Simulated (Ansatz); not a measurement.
**From PBE to G0W0: SrHgGeSe4 (Ama2)**

How far does one-shot GW move the PBE gap of SrHgGeSe4 (Ama2)?

Method: PBE, then G0W0 on it, plane waves, PAW, in Ansatz 0.2.0.

Most raw output is cut from this account.

In doubt: masses and optical values from hybrid runs of this build are listed as unsure (in some of the runs), which bears on the screening that GW takes from such a start.

## Step 1: The structure

Symmetry: Ama2, No. 40, orthorhombic system. The conventional cell has a = 10.838 Å, b = 10.746 Å, c = 6.638 Å, α = 90.00°, β = 90.00°, γ = 90.00°. Sr has 8 Se at 3.17 to 3.29 Å nearest. Nearest to Ge lie 4 Se at 2.32 to 2.39 Å. Nearest to Hg lie 4 Se at 2.52 to 2.82 Å. Nearest to Se lie 1 Ge at 2.36 Å and 1 Hg at 2.71 Å and 2 Sr at 3.29 Å. Se has 1 Ge at 2.39 Å and 1 Hg at 2.52 Å and 2 Sr at 3.17 Å nearest. Nearest to Se lie 1 Ge at 2.32 Å and 1 Hg at 2.82 Å and 2 Sr at 3.22 Å. Farther neighbours and most contacts between anions are not listed.

The start is a cell from the Crystallography Open Database. Spin-orbit coupling is left out unless a step names it.

## Step 2: Relaxation

The structure is relaxed first.

This step: DFT, PBE, plane waves, PAW; PAW set soft_1.

File input.yaml:

```yaml
crystal:
  lattice:
    - [10.8375, 0.0, 0.0]
    - [0.0, 5.3728, 3.31885]
    - [0.0, -5.3728, 3.31885]
  atoms:
    - { symbol: Sr, position: [0.0, 0.2532, 0.2532] }
    - { symbol: Sr, position: [0.5, 0.2532, 0.2532] }
    - { symbol: Ge, position: [0.25, 0.9558, 0.5194] }
    - { symbol: Ge, position: [0.75, 0.5194, 0.9558] }
    - { symbol: Hg, position: [0.25, 0.52687, 0.86097] }
    - { symbol: Hg, position: [0.75, 0.86097, 0.52687] }
    - { symbol: Se, position: [0.07626, 0.18248, 0.72152] }
    - { symbol: Se, position: [0.92374, 0.72152, 0.18248] }
    - { symbol: Se, position: [0.42374, 0.18248, 0.72152] }
    - { symbol: Se, position: [0.57626, 0.72152, 0.18248] }
    - { symbol: Se, position: [0.25, 0.9624, 0.1446] }
    - { symbol: Se, position: [0.75, 0.1446, 0.9624] }
    - { symbol: Se, position: [0.25, 0.5574, 0.4286] }
    - { symbol: Se, position: [0.75, 0.4286, 0.5574] }
kpoints:
  mp_grid: { grid: [2, 4, 4] }
hamiltonian:
  xc: pbe
  pseudopotentials: { kind: paw, azcp: { folder: soft_1 } }
scf:
  occupations: { method: fermi_dirac, width: 0.02 }
relax:
  f_tol: 0.02
  max_steps: 60
output:
  write_density: true
  write_potential: true
  elf: true
  volumetric_format: npy
```

Started as:

```
$ ansatz run input.yaml --threads 2 --pin off --max-ram 92160MiB --backend cuda --events-out ev --progress --plain --runs-dir out --devices 1 --max-vram 13GiB
```

The job ended after 16 s (1 × NVIDIA H100 80GB HBM3 (shared by 6 runs) with 2 threads of AMD EPYC 7R13 (Zen 3), shared host; peak memory 1.4 GiB).

Step by step:

```tsv
step	energy less that of the first step (eV)	largest force component (eV/Å)
1	0.0000	0.4433
2	-0.0715	0.1320
3	-0.0811	0.0331
4	-0.0819	0.0113
```

Forces are held to the 4 operations that the run works with; a distortion that breaks them can't arise in this run.

The atoms that moved most (Å):

```tsv
atom	dx	dy	dz	length
Se11	0.000	0.059	0.033	0.067
Se12	0.000	-0.059	0.033	0.067
Se13	0.000	0.019	-0.060	0.062
Se14	0.000	-0.019	-0.060	0.062
Hg6	0.000	-0.035	-0.014	0.038
Hg5	0.000	0.035	-0.014	0.038
Se10	-0.035	0.010	0.009	0.037
Se7	-0.035	-0.010	0.009	0.037
```

The relaxed structure:

```cif
data_structure
_symmetry_space_group_name_H-M 'P 1'
_symmetry_Int_Tables_number 1
_cell_length_a 10.8375
_cell_length_b 6.3152
_cell_length_c 6.3152
_cell_angle_alpha 116.592
_cell_angle_beta 90.000
_cell_angle_gamma 90.000
_cell_volume 386.50
loop_
_atom_site_label
_atom_site_type_symbol
_atom_site_fract_x
_atom_site_fract_y
_atom_site_fract_z
_atom_site_occupancy
Sr1 Sr 0.00000 0.25604 0.25604 1
Sr2 Sr 0.50000 0.25604 0.25604 1
Ge3 Ge 0.25000 0.95679 0.51958 1
Ge4 Ge 0.75000 0.51958 0.95679 1
Hg5 Hg 0.25000 0.52807 0.85562 1
Hg6 Hg 0.75000 0.85562 0.52807 1
Se7 Se 0.07305 0.18281 0.72378 1
Se8 Se 0.92695 0.72378 0.18281 1
Se9 Se 0.42695 0.18281 0.72378 1
Se10 Se 0.57305 0.72378 0.18281 1
Se11 Se 0.25000 0.97288 0.14420 1
Se12 Se 0.75000 0.14420 0.97288 1
Se13 Se 0.25000 0.55014 0.41789 1
Se14 Se 0.75000 0.41789 0.55014 1
```

## Step 3: Bands along the symmetry lines

Levels along a band path and on the mesh show where this functional puts the band edges.

File input.yaml:

```yaml
crystal:
  lattice:
    - [10.8375, 0.0, 0.0]
    - [0.0, 5.3728, 3.31885]
    - [0.0, -5.3728, 3.31885]
  atoms:
    - { symbol: Sr, position: [0.0, 0.2560433466, 0.2560433466] }
    - { symbol: Sr, position: [0.5, 0.2560433466, 0.2560433466] }
    - { symbol: Ge, position: [0.25, 0.9567885199, 0.5195787844] }
    - { symbol: Ge, position: [0.75, 0.5195787844, 0.9567885199] }
    - { symbol: Hg, position: [0.25, 0.5280692319, 0.8556187453] }
    - { symbol: Hg, position: [0.75, 0.8556187453, 0.5280692319] }
    - { symbol: Se, position: [0.0730524407, 0.1828143308, 0.7237791204] }
    - { symbol: Se, position: [0.9269475593, 0.7237791204, 0.1828143308] }
    - { symbol: Se, position: [0.4269475593, 0.1828143308, 0.7237791204] }
    - { symbol: Se, position: [0.5730524407, 0.7237791204, 0.1828143308] }
    - { symbol: Se, position: [0.25, 0.9728837483, 0.1441951116] }
    - { symbol: Se, position: [0.75, 0.1441951116, 0.9728837483] }
    - { symbol: Se, position: [0.25, 0.5501429265, 0.4178893364] }
    - { symbol: Se, position: [0.75, 0.4178893364, 0.5501429265] }
kpoints:
  mp_grid: { grid: [2, 4, 4] }
  band_path:
    path:
      - [[0.0, 0.0, 0.0], [0.0, 0.5, -0.5], [0.0, 0.65460757, -0.34539243]]
      - [[0.0, 0.34539243, 0.34539243], [0.0, 0.0, 0.0], [0.5, 0.0, 0.0], [0.5, 0.34539243, 0.34539243]]
      - [[0.5, 0.65460757, -0.34539243], [0.5, 0.5, -0.5], [0.0, 0.5, -0.5]]
      - [[0.0, 0.0, 0.0], [0.0, 0.5, 0.0], [0.5, 0.5, 0.0], [0.5, 0.0, 0.0], [0.5, 0.5, -0.5]]
    npoints: 10
hamiltonian:
  xc: pbe
  pseudopotentials: { kind: paw, azcp: { folder: soft_1 } }
scf:
  occupations: { method: fermi_dirac, width: 0.02 }
  n_extra_bands: 8
output:
  eigenvalues: true
  forces: true
  stress: true
  write_density: true
  write_potential: true
  elf: true
  volumetric_format: npy
```

Wall time 18 s (1 × NVIDIA H100 80GB HBM3 (shared by 6 runs) with 2 threads); peak memory 1.4 GiB.

Numbers from this step:

```yaml
pressure: 1.913 GPa
filled_bands: 108
gap: 1.100 eV
valence_top_at: Y
conduction_bottom_at: Y
least_direct_gap: 1.100 eV
```

Over mesh and path the gap is 1.100 eV, direct, at k = (0.000, 0.500, -0.500).

Electronic bands along the path, in eV, zero at the top of the highest nominally filled band:

```tsv
point	band 105	band 106	band 107	band 108	band 109	band 110	band 111	band 112
Γ	-0.56	-0.54	-0.47	-0.42	1.37	1.88	2.33	2.83
halfway	-0.81	-0.65	-0.47	-0.36	1.40	2.05	2.12	2.86
Y	-0.51	-0.44	-0.23	0.00	1.10	2.11	2.57	2.71
halfway	-0.57	-0.43	-0.25	-0.09	1.30	1.77	2.60	2.70
F0	-0.67	-0.55	-0.37	-0.35	1.55	1.71	2.04	2.63
jump to Δ0	-0.67	-0.55	-0.37	-0.35	1.55	1.71	2.04	2.63
halfway	-1.00	-0.71	-0.62	-0.49	1.35	1.69	2.68	2.88
Γ	-0.56	-0.54	-0.47	-0.42	1.37	1.88	2.33	2.83
halfway	-0.64	-0.62	-0.53	-0.50	1.58	1.96	2.27	2.72
Z	-0.63	-0.63	-0.55	-0.55	1.89	1.89	2.42	2.42
halfway	-0.76	-0.76	-0.67	-0.67	1.56	1.56	2.74	2.74
B0	-0.72	-0.72	-0.44	-0.44	1.66	1.66	2.30	2.30
jump to G0	-0.72	-0.72	-0.44	-0.44	1.66	1.66	2.30	2.30
halfway	-0.77	-0.77	-0.21	-0.21	1.64	1.64	2.64	2.64
T	-0.82	-0.82	-0.15	-0.15	1.69	1.69	2.72	2.72
halfway	-0.65	-0.51	-0.27	-0.04	1.29	2.01	2.63	2.73
Y	-0.51	-0.44	-0.23	0.00	1.10	2.11	2.57	2.71
jump to Γ	-0.56	-0.54	-0.47	-0.42	1.37	1.88	2.33	2.83
halfway	-0.93	-0.71	-0.58	-0.42	1.26	2.04	2.40	2.88
S	-0.97	-0.71	-0.65	-0.60	1.36	1.98	2.10	2.68
halfway	-0.99	-0.70	-0.64	-0.59	1.44	1.97	2.06	2.68
R	-0.99	-0.67	-0.67	-0.58	1.56	1.90	2.05	2.67
halfway	-0.76	-0.73	-0.67	-0.66	1.58	1.83	2.59	2.59
Z	-0.63	-0.63	-0.55	-0.55	1.89	1.89	2.42	2.42
halfway	-0.73	-0.73	-0.66	-0.66	1.86	1.86	2.44	2.44
T	-0.82	-0.82	-0.15	-0.15	1.69	1.69	2.72	2.72
```

Electrostatic potential energy in the bc plane of the conventional cell at fractional x = 0.250, with atoms of Ge and Hg and Se within 0.2 Å of it. With pseudopotentials it is smooth inside the atoms' cores, unlike the true potential.

Values in eV, 10 rows by 16 columns, each cell a mean:
```
  9  11   9   7   8   9  10   4  -3   4  -3  10  10   3  -6  -3
 11   9  -2 -12  -7   8  10   9   1  -1   8  10   2  -9   0   9
 11   8 -11 -11 -13   4   4   7  10  11  12   8 -21 -33 -22   7
  3  -1  -4 -12  -7  -4  -3  -6   7  12  12   8 -20 -33 -20   7
 -4   1  -4   6   7  -6   8  -2   5  12  12  10   3  -6   3   4
 -3   4  -3  10  10   3  -6  -3   9  11   9   7   8   9  10   4
  1  -1   8  10   2  -9   0   9  11   9  -2 -12  -7   8  10   9
 10  11  12   8 -21 -33 -22   7  11   8 -11 -11 -13   4   4   7
  7  12  12   8 -20 -33 -20   7   3  -1  -4 -12  -7  -4  -3  -6
  5  12  12  10   3  -6   3   4  -4   1  -4   6   7  -6   8  -2
```
Columns run along b (10.7 Å; values clipped at the 3rd and 97th percentile), rows up along c (6.6 Å), edges of the conventional cell, whose origin can differ from the input's. Atoms in or near the plane, at fractional coordinates: Ge at (0.72, 0.24), Ge at (0.22, 0.74), Hg at (0.34, 0.19), Hg at (0.84, 0.69), Se at (0.91, 0.06), Se at (0.41, 0.56), Se at (0.07, 0.48), Se at (0.57, 0.98).

Valence density in the bc plane of the conventional cell at fractional x = 0.250, with atoms of Ge and Hg and Se within 0.2 Å of it. It is the smooth field of the valence electrons, not physical close to the nuclei.

Ten steps, logarithmic in the rise over the least value, from '0' (0 e/Å³) to '9' (43 e/Å³), each cell a mean:
```
000000000000001489621000012321
000000000000001245310000011110
000001221000000112110001121100
000014762100000000000012454200
000026984111100000000014676310
001114762112221000000025776410
111112221124652100000014665311
244321101127983100000002343111
389621000125873100000000111001
489621000012321000000000000001
245310000011110000000000000001
112110001121100000001221000000
000000012454200000014762100000
000000014676310000026984111100
000000025776410001114762112221
100000014665311111112221124652
100000002343111244321101127983
100000000111001389621000125873
```
Columns run along b (10.7 Å), rows up along c (6.6 Å), edges of the conventional cell, whose origin can differ from the input's. Atoms in or near the plane, at fractional coordinates: Ge at (0.72, 0.24), Ge at (0.22, 0.74), Hg at (0.34, 0.19), Hg at (0.84, 0.69), Se at (0.91, 0.06), Se at (0.41, 0.56), Se at (0.07, 0.48), Se at (0.57, 0.98).

## Step 4: The quasiparticle correction

G0W0 replaces the xc potential by a self-energy built once from the orbitals of the start. Levels are corrected in the window of bands that the input names, at points of the mesh.

This step: G0W0 on PBE, plane waves, PAW; PAW set soft_1.

input.yaml, the sections that differ from step 3:

```yaml
kpoints:
  mp_grid: { grid: [2, 2, 2] }
scf:
  occupations: { method: fixed }
gw:
  n_empty_bands: 877
  ecut_chi: 100.0
  qp_bands: [v4, c4]
  qp_kpoints: band_edges
  screening: { model: contour_deformation }
# crystal, hamiltonian: as in step 3
# output: removed
```

Elapsed: 34 s, on 1 × NVIDIA H100 80GB HBM3 (shared by 6 runs) with 2 threads; peak memory 3 GiB.

This step gave:

| Item | Value |
| --- | --- |
| bands summed | 985 |
| RPA ε∞ on this mesh (eigenvalues) | 6.670, 7.538, 10.44 |
| plane waves in the screening matrix | 889 |
| q-points in the mesh | 8 |
| G0W0 gap over the corrected points | 1.915 eV |
| k of the valence top | 0, -0.5, -0.5 |
| k of the conduction bottom | 0, -0.5, -0.5 |
| starting gap on the mesh | 1.121 eV |
| Z at the valence top | 0.7404 |
| Z at the conduction bottom | 0.7681 |
| least direct G0W0 gap over the corrected points | 1.915 eV |

Over all 6 irreducible mesh points the G0W0 gap is 1.915 eV, direct, at k = (0.000, -0.500, -0.500). The PBE gap of this run on the mesh is 1.121 eV. The two states that bound the G0W0 gap lie that far apart at the start, so the correction of the gap is 1.915 − 1.121 = +0.794 eV. The start of this run differs from the step before in mesh (2×4×4 and 2×2×2).

Labels follow the order of the start: v1 is the top filled band, c1 the lowest empty one; levels that stay degenerate share a row, the window can cut a multiplet, doubted levels are not marked in this list, bands outside the window were not corrected, and the list may be a part of the corrected levels. Levels before and after the correction, in eV, zero at the valence-band top of each column:

```tsv
	conduction bottom	valence top
Kohn-Sham	1.12	0.00
G0W0	1.92	0.00
```

```tsv
	level	occupation	energy (eV)
Kohn-Sham	(0 -0.5 -0.5) v4	2	-0.490
Kohn-Sham	(0 -0.5 -0.5) v3	2	-0.440
Kohn-Sham	(0 -0.5 -0.5) v2	2	-0.210
Kohn-Sham	(0 -0.5 -0.5) v1	2	0.000
Kohn-Sham	(0 -0.5 -0.5) c1	0	1.121
Kohn-Sham	(0 -0.5 -0.5) c2	0	2.141
Kohn-Sham	(0 -0.5 -0.5) c3	0	2.580
Kohn-Sham	(0 -0.5 -0.5) c4	0	2.718
G0W0	(0 -0.5 -0.5) v4	2	-0.568
G0W0	(0 -0.5 -0.5) v3	2	-0.444
G0W0	(0 -0.5 -0.5) v2	2	-0.233
G0W0	(0 -0.5 -0.5) v1	2	0.000
G0W0	(0 -0.5 -0.5) c1	0	1.915
G0W0	(0 -0.5 -0.5) c2	0	3.011
G0W0	(0 -0.5 -0.5) c3	0	3.473
G0W0	(0 -0.5 -0.5) c4	0	3.557
```

The parts of the quasiparticle energy for the two states that bound the G0W0 gap, in eV on the run's own scale (QP = start + Σx + Σc − Vxc, with Σc at the quasiparticle energy):

```tsv
edge	k	band	start	Σx	Σc	Vxc	Z	QP
valence top	(0.000, -0.500, -0.500)	108	7.327	−18.862	1.928	−16.421	0.740	6.814
conduction bottom	(0.000, -0.500, -0.500)	109	8.448	−10.160	−3.269	−13.709	0.768	8.729
```

## Step 5: Spin-orbit coupling in PBE

This run has two-component orbitals with spin-orbit coupling.

This step: DFT, PBE with spin-orbit coupling, plane waves, PAW; PAW set soft_1.

Edit input.yaml of step 4 so:

```diff
@@ -21,13 +21,30 @@
 kpoints:
-  mp_grid: { grid: [2, 2, 2] }
+  mp_grid: { grid: [2, 4, 4] }
+  band_path:
+    path:
+      - [0.0, 0.0, 0.0]
+      - [0.0, 0.5, -0.5]
+      - [0.0, 0.65460757, -0.34539243]
+      - [0.0, 0.34539243, 0.34539243]
+      - [0.5, 0.0, 0.0]
+      - [0.5, 0.34539243, 0.34539243]
+      - [0.5, 0.65460757, -0.34539243]
+      - [0.5, 0.5, -0.5]
+    npoints: 1
 hamiltonian:
   xc: pbe
-  pseudopotentials: { kind: paw, azcp: { folder: soft_1 } }
+  pseudopotentials: { kind: paw_fr, azcp: { folder: soft_1 } }
 scf:
-  occupations: { method: fixed }
-gw:
-  n_empty_bands: 877
-  ecut_chi: 100.0
-  qp_bands: [v4, c4]
-  qp_kpoints: band_edges
-  screening: { model: contour_deformation }
+  occupations: { method: fermi_dirac, width: 0.02 }
+  n_extra_bands: 16
+magnetization:
+  noncollinear: true
+  spin_orbit: true
+output:
+  eigenvalues: true
+  forces: true
+  stress: true
+  write_density: true
+  write_potential: true
+  elf: true
+  volumetric_format: npy
```

Elapsed: 15 s, on 1 × NVIDIA H100 80GB HBM3 (shared by 6 runs) with 2 threads; peak memory 2.4 GiB; 18 s of CPU time.

This step gave:

```
pressure             : 1.787 GPa
gap                  : 1.070 eV
valence top at       : Y
conduction bottom at : Y
least direct gap     : 1.070 eV
```

Over mesh and listed points the gap is 1.070 eV, direct, at k = (0.000, 0.500, -0.500). PBE+SOC against PBE: 1.070 − 1.100 = −0.030 eV, with the same mesh, set of files (read in its fully relativistic form for the spin-orbit run) and cutoff, and both edges at the same k points. The spin-orbit run sees mesh and listed points alone, so its gap is an upper bound: the coupling can move an edge off these points, the more so as this crystal has no centre of inversion, and the change over the zone, its sign included where it is small, is not known.

## Step 6: Side by side

Each gap is the least one over the points named; times are wall times on shared hosts, not benchmarks. A G0W0 time includes the run's own self-consistent start. Runs with listed points see these and the mesh alone, so an edge that moves elsewhere is missed. Rows marked * are further runs, not shown as steps, whose inputs differ from the G0W0 step on the same start in the columns given; solver thresholds can differ too. Symmetry makes (0.000, 0.500, -0.500) and (0.000, -0.500, -0.500) one point.

```tsv
level	mesh	files, cutoff	bands summed, screening	points	gap (eV)	valence top	conduction bottom	least direct gap (eV)	time
PBE	2×4×4	soft_1 PAW, 420 eV	-	mesh and path	1.100	(0.000, 0.500, -0.500)	(0.000, 0.500, -0.500)	1.100	18 s
PBE+SOC	2×4×4	soft_1 PAW, 420 eV	-	mesh and listed points	1.070	(0.000, 0.500, -0.500)	(0.000, 0.500, -0.500)	1.070	15 s
G0W0@PBE*	2×2×2	soft_1 PAW, 420 eV	252, 30 eV	all 6 irreducible mesh points	1.898	(0.000, -0.500, -0.500)	(0.000, -0.500, -0.500)	1.898	16 s
G0W0@PBE*	2×2×2	soft_1 PAW, 420 eV	515, 60 eV	all 6 irreducible mesh points	1.880	(0.000, -0.500, -0.500)	(0.000, -0.500, -0.500)	1.880	22 s
G0W0@PBE	2×2×2	soft_1 PAW, 420 eV	985, 100 eV	all 6 irreducible mesh points	1.915	(0.000, -0.500, -0.500)	(0.000, -0.500, -0.500)	1.915	34 s
G0W0@PBE*	2×2×2	soft_1 PAW, 420 eV	515, 60 eV, plasmon pole	all 6 irreducible mesh points	1.895	(0.000, -0.500, -0.500)	(0.000, -0.500, -0.500)	1.895	31 s
```

## Step 7: Results

- PBE gap over mesh and path: 1.100 eV, direct, at k = (0.000, 0.500, -0.500)
- G0W0@PBE gap over all 6 irreducible mesh points: 1.915 eV, direct, at k = (0.000, -0.500, -0.500)
- PBE+SOC gap over mesh and listed points: 1.070 eV
- GW settings: 2×2×2 mesh, 877 empty bands, screening to 100 eV, PAW set soft_1 files
- known limits: finite bands, screening cutoff and k mesh; no spin-orbit coupling in G0W0; d shells not analysed; screening cutoff under 40 eV in some runs

**Reading.** Over all 6 irreducible mesh points the G0W0 gap is 1.915 eV, direct, at k = (0.000, -0.500, -0.500). The PBE gap of this run on the mesh is 1.121 eV. The two states that bound the G0W0 gap lie that far apart at the start, so the correction of the gap is 1.915 − 1.121 = +0.794 eV. The valence state moves by 6.814 − 7.327 = −0.513 eV and the conduction state by 8.729 − 8.448 = +0.281 eV, on the run's own scale; with 252 bands the edge states move by +0.103 and +0.880 eV, so the split between the edges depends on the bands and cutoff. Both edges that PBE shows over mesh and path lie at k points where levels were corrected. Levels at other points were not corrected, so a lower G0W0 gap elsewhere in the zone is not ruled out. From 252 bands and 30 eV to 985 bands and 100 eV the gap moves by 1.915 − 1.898 = +0.017 eV (rung by rung 1.898, 1.880, 1.915 eV); bands and screening cutoff rise together, so their parts are not told apart. The gap turns back along the series (1.898, 1.880, 1.915 eV), so no line is drawn and the limit is not known. With the plasmon pole model in place of the contour deformation model and all else as in the G0W0@PBE row with 515 bands, the gap differs by 1.895 − 1.880 = +0.015 eV. G0W0 on other starts in this series, not shown as steps and not all at these settings: 2.086 eV on r2SCAN (2×2×2, soft_1 PAW, 515 bands, 60 eV) and 2.293 eV on HSE06 (2×2×2, soft_1 PAW, 515 bands, 60 eV). PBE+SOC against PBE: 1.070 − 1.100 = −0.030 eV, with the same mesh, set of files (read in its fully relativistic form for the spin-orbit run) and cutoff, and both edges at the same k points. The spin-orbit run sees mesh and listed points alone, so its gap is an upper bound: the coupling can move an edge off these points, the more so as this crystal has no centre of inversion, and the change over the zone, its sign included where it is small, is not known. What spin-orbit coupling does to the G0W0 levels was not computed, so no sum with the G0W0 gap is formed. The G0W0 runs are scalar-relativistic. One-shot GW is known to converge slowly in bands for compounds with shallow d shells. The cell holds Hg; the filling of the d shell and its place against the gap were not analysed here. No pair of G0W0 runs that differ in the mesh alone is shown (2×2×2 is a supercell whose nearest images lie 13 Å apart), so the error from the mesh is not known here. G0W0@PBE runs of this series with other atomic data on the same mesh, not shown as steps, give 1.885 eV (hard PAW, 820 eV, 515 bands, screening to 60 eV; the table's row with the same empty bands and screening cutoff has 1.880 eV); where bands and cutoffs differ too, the part of the files is not isolated. A screening cutoff under 40 eV is crude: G0W0@PBE with 252 bands at 30 eV.

[Paths, hosts, dates, memory and timing lines, banners, echoed tables and standing remarks are left out of the program output.]

[Logs are printed without paths, hosts, clocks, repeated set-up lines and the standing remarks that a program may print on its own settings, such as how far it seeks lower states.]

[Runs of the session that timed out or met a known fault of the program may be left out.]

[Cells called generated may have been cut or substituted from an entry of the Crystallography Open Database or the Materials Project.]

[Hosts, paths, dates, database ids (printed as entryN), source tags and the programs' standing remarks are cut or masked in the printed files.]

[Where an RPA ε∞ is given, it is that of the G0W0 mesh and is not shown converged in it. Names of k-points follow the symmetry that the program found, which can be lower than the space group named. Band edges on a path are those of the sampled points; other points can move an edge, and change direct to indirect where valleys lie close.]

[Hybrid gaps are those of their k-mesh and are not shown converged in it.]
